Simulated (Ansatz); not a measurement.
# Bands, cutoff and cost in G0W0 for Y2Ti2S2O5 (I4/mmm)

Wanted: a G0W0 gap for Y2Ti2S2O5 (I4/mmm) that is converged in bands and cutoff, or an estimate of the limit.

Main program and level: Ansatz 0.2.0; G0W0 on r2SCAN, plane waves, PAW; PAW set soft_1.

Most raw output is cut from this account.

## 1. Starting point

The structure is tetragonal, space group I4/mmm (No. 139). Conventional cell: a = 3.796 Å, b = 3.796 Å, c = 23.091 Å, α = 90.00°, β = 90.00°, γ = 90.00°. Nearest to Y lie 4 O at 2.46 Å and 5 S at 2.83 to 2.96 Å. Ti has 5 O at 1.81 to 1.96 Å and 1 S at 2.93 Å nearest. Nearest to S lie 5 Y at 2.83 to 2.96 Å and 1 Ti at 2.93 Å. O has 2 Ti at 1.81 Å nearest. O has 2 Ti at 1.96 Å and 2 Y at 2.46 Å nearest. Farther neighbours and most contacts between anions are not listed.

The cell and positions are those that the Materials Project relaxed with its own functionals (PBE, PBE+U or r2SCAN), kept fixed.

## 2. 125 empty bands, screening to 48 eV

G0W0 replaces the xc potential by the self-energy, built once from these orbitals. Only a window of levels is corrected, while the sums run over the empty bands that the input names. This step takes PAW set soft_1 files.

input.yaml reads:

```yaml
crystal:
  lattice:
    - [-1.898002, 1.898002, 11.54533]
    - [1.898002, -1.898002, 11.54533]
    - [1.898002, 1.898002, -11.54533]
  atoms:
    - { symbol: "Y", position: [0.666698, 0.666698, 0.0] }
    - { symbol: "Y", position: [0.333302, 0.333302, 0.0] }
    - { symbol: Ti, position: [0.921493, 0.921493, 0.0] }
    - { symbol: Ti, position: [0.078507, 0.078507, 0.0] }
    - { symbol: S, position: [0.794752, 0.794752, 0.0] }
    - { symbol: S, position: [0.205248, 0.205248, 0.0] }
    - { symbol: O, position: [0.0, 0.0, 0.0] }
    - { symbol: O, position: [0.900805, 0.400805, 0.5] }
    - { symbol: O, position: [0.599195, 0.099195, 0.5] }
    - { symbol: O, position: [0.400805, 0.900805, 0.5] }
    - { symbol: O, position: [0.099195, 0.599195, 0.5] }
kpoints:
  mp_grid: { grid: [6, 6, 6] }
hamiltonian:
  xc: r2scan
  pseudopotentials: { kind: paw, azcp: { folder: soft_1 } }
scf:
  occupations: { method: fixed }
gw:
  n_empty_bands: 125
  ecut_chi: 48
  qp_bands: [v3, c3]
  qp_kpoints: band_edges
  screening: { model: contour_deformation }
```

On the command line:

```sh
$ ansatz run input.yaml --threads 24 --pin off --max-ram 110592MiB --backend cuda --events-out ev --progress --plain --runs-dir out --devices 1 --max-vram 157GiB
```

Wall time 51 s (1 × NVIDIA GB200 with 24 threads of Arm Neoverse V2, shared host); peak memory 3.9 GiB; 2.8 min of CPU time.

This step gave:

* bands summed: 169
* RPA ε∞ on this mesh (eigenvalues): 5.784, 5.784, 5.877
* plane waves in the screening matrix: 117
* q-points in the mesh: 216
* G0W0 gap on the mesh: 2.850 eV
* k of the valence top: 0, 0, 0
* k of the conduction bottom: 0, 0, 0
* starting gap on the mesh: 1.159 eV
* Z at the valence top: 0.7850
* Z at the conduction bottom: 0.7373
* least direct G0W0 gap on the computed points: 2.850 eV

The gap on the mesh goes from 1.16 eV to 2.85 eV, a correction of +1.69 eV. Between the two edge states, bare exchange in place of the xc potential would open the gap by 10.49 eV, and correlation takes back 8.80 eV.

## 3. 355 empty bands, screening to 96 eV

Bands and screening cutoff are moved together, since each hides the error of the other.

Edit input.yaml of step 2 so:

```diff
@@ -25,4 +25,4 @@
 gw:
-  n_empty_bands: 125
-  ecut_chi: 48
+  n_empty_bands: 355
+  ecut_chi: 96
   qp_bands: [v3, c3]
```

Wall time 1.8 min (1 × NVIDIA GB200 with 24 threads); peak memory 5.1 GiB.

Numbers from this step:

| Property | Result |
| --- | --- |
| bands summed | 399 |
| RPA ε∞ on this mesh (eigenvalues) | 5.708, 5.708, 5.791 |
| plane waves in the screening matrix | 343 |
| q-points in the mesh | 216 |
| G0W0 gap on the mesh | 2.775 eV |
| k of the valence top | 0, 0, 0 |
| k of the conduction bottom | 0, 0, 0 |
| starting gap on the mesh | 1.159 eV |
| Z at the valence top | 0.7773 |
| Z at the conduction bottom | 0.7312 |
| least direct G0W0 gap on the computed points | 2.775 eV |

Against the run with 6×6×6 mesh, 125 empty bands, screening to 48 eV, PAW set soft_1 files, the gap moves by −0.08 eV.

## 4. 764 empty bands, screening to 160 eV

Edit input.yaml of step 3 so:

```diff
@@ -25,4 +25,4 @@
 gw:
-  n_empty_bands: 355
-  ecut_chi: 96
+  n_empty_bands: 764
+  ecut_chi: 160.0
   qp_bands: [v3, c3]
```

The job ended after 4.1 min (1 × NVIDIA GB200 with 24 threads; peak memory 8.5 GiB).

This step gave:

```yaml
bands_summed: 808
rpa_eps_infinity_on_this_mesh_eigenvalues: 5.664, 5.664, 5.762
plane_waves_in_the_screening_matrix: 787
g0w0_gap_on_the_mesh: 2.788 eV
k_of_the_valence_top: 0, 0, 0
k_of_the_conduction_bottom: 0, 0, 0
starting_gap_on_the_mesh: 1.159 eV
least_direct_g0w0_gap_on_the_computed_points: 2.788 eV
```

Against the run with 6×6×6 mesh, 355 empty bands, screening to 96 eV, PAW set soft_1 files, the gap moves by +0.013 eV.

## 5. Changing the k mesh: 4×4×4 mesh, 355 empty bands, screening to 96 eV, PAW set soft_1 files

A second mesh at equal bands and cutoff isolates the sampling error. Bands and cutoff differ from the step before, so it is read against an earlier run that matches them.

Edit input.yaml of step 4 so:

```diff
@@ -18,3 +18,3 @@
 kpoints:
-  mp_grid: { grid: [6, 6, 6] }
+  mp_grid: { grid: [4, 4, 4] }
 hamiltonian:
@@ -25,4 +25,4 @@
 gw:
-  n_empty_bands: 764
-  ecut_chi: 160.0
+  n_empty_bands: 355
+  ecut_chi: 96
   qp_bands: [v3, c3]
```

Wall time 16 s (1 × NVIDIA GB200 with 24 threads); peak memory 4.2 GiB; 56 s of CPU time.

This step gave:

| Property | Result |
| --- | --- |
| bands summed | 399 |
| RPA ε∞ on this mesh (eigenvalues) | 5.820, 5.855, 5.855 |
| plane waves in the screening matrix | 343 |
| G0W0 gap on the mesh | 2.774 eV |
| k of the valence top | 0, 0, 0 |
| k of the conduction bottom | 0, 0, 0 |
| starting gap on the mesh | 1.153 eV |
| least direct G0W0 gap on the computed points | 2.774 eV |

Against the run with 6×6×6 mesh, 355 empty bands, screening to 96 eV, PAW set soft_1 files, the gap moves by −0.002 eV.

## 6. Changing the frequency model: 6×6×6 mesh, 355 empty bands, screening to 96 eV, plasmon pole, PAW set soft_1 files

A plasmon pole stands in for the full frequency dependence of the screening; this run shows what that costs in accuracy.

Edit input.yaml of step 5 so:

```diff
@@ -18,3 +18,3 @@
 kpoints:
-  mp_grid: { grid: [4, 4, 4] }
+  mp_grid: { grid: [6, 6, 6] }
 hamiltonian:
@@ -29,2 +29,2 @@
   qp_kpoints: band_edges
-  screening: { model: contour_deformation }
+  screening: { model: godby_needs }
```

The job ended after 3.4 min (1 × NVIDIA GB200 with 24 threads; peak memory 8.1 GiB).

This step gave:

| Item | Value |
| --- | --- |
| bands summed | 399 |
| plasmon-pole fit frequency | 27.01 eV |
| RPA ε∞ on this mesh (eigenvalues) | 5.708, 5.708, 5.791 |
| plane waves in the screening matrix | 343 |
| G0W0 gap on the mesh | 2.816 eV |
| k of the valence top | 0, 0, 0 |
| k of the conduction bottom | 0, 0, 0 |
| starting gap on the mesh | 1.159 eV |
| least direct G0W0 gap on the computed points | 2.816 eV |

Against the run with 6×6×6 mesh, 355 empty bands, screening to 96 eV, PAW set soft_1 files, the gap moves by +0.04 eV.

## 7. The runs together

Times are wall times on 1 × NVIDIA GB200 with 24 threads of Arm Neoverse V2, shared host, good to a factor of about two.

```
 mesh           files            frequency  bands summed  cutoff (eV)  start (eV)  G0W0 (eV)     time  host memory (GiB)
6×6×6  PAW set soft_1  contour deformation           169           48       1.159      2.850     51 s                3.9
6×6×6  PAW set soft_1  contour deformation           399           96       1.159      2.775  1.8 min                5.1
6×6×6  PAW set soft_1  contour deformation           808          160       1.159      2.788  4.1 min                8.5
4×4×4  PAW set soft_1  contour deformation           399           96       1.153      2.774     16 s                4.2
6×6×6  PAW set soft_1         plasmon pole           399           96       1.159      2.816  3.4 min                8.1
```

The parts of the quasiparticle energy at the two band edges (eV; QP = start + Σx + Σc − Vxc):

```
      run               edge  start      Σx     Σc     Vxc     Z     QP
169 bands        valence top   8.38  -18.73   2.55  -16.19  0.79   8.39
169 bands  conduction bottom   9.54  -12.69  -6.25  -20.64  0.74  11.24
399 bands        valence top   8.38  -18.73   2.15  -16.19  0.78   7.99
399 bands  conduction bottom   9.54  -12.69  -6.72  -20.64  0.73  10.77
808 bands        valence top   8.38  -18.73   1.92  -16.19  0.78   7.76
808 bands  conduction bottom   9.54  -12.69  -6.94  -20.64  0.73  10.54
```

## 8. What came out

```json
{
  "169 bands, 48 eV": "2.850 eV",
  "399 bands, 96 eV": "2.775 eV",
  "808 bands, 160 eV": "2.788 eV",
  "mesh and start": "6×6×6, r2SCAN"
}
```

In words: From 169 to 808 bands the gap moves by −0.06 eV while the time grows 4.7-fold. Σc changes by −0.63 eV at the valence top and −0.69 eV at the conduction bottom, so the levels themselves move more than the gap between them. The gap turns back along the series, so no limit is drawn from it. On the 4×4×4 mesh in place of 6×6×6 the gap differs by −0.002 eV, of which −0.01 eV is already in the start. The plasmon-pole model gives +0.04 eV against contour deformation, 3 % of the correction, and saved no time in this program. The many-body steps are scalar-relativistic: spin-orbit coupling is not in them.

[Paths, hosts, dates, memory and timing lines, banners, echoed tables and standing remarks are left out of the program output.]

[Logs are printed without paths, hosts, clocks, repeated set-up lines and the standing remarks that a program may print on its own settings, such as how far it seeks lower states.]

[Runs of the session that timed out or met a known fault of the program may be left out.]

[Cells called generated may have been cut or substituted from an entry of the Crystallography Open Database or the Materials Project.]

[Hosts, paths, dates, database ids (printed as entryN), source tags and the programs' standing remarks are cut or masked in the printed files.]
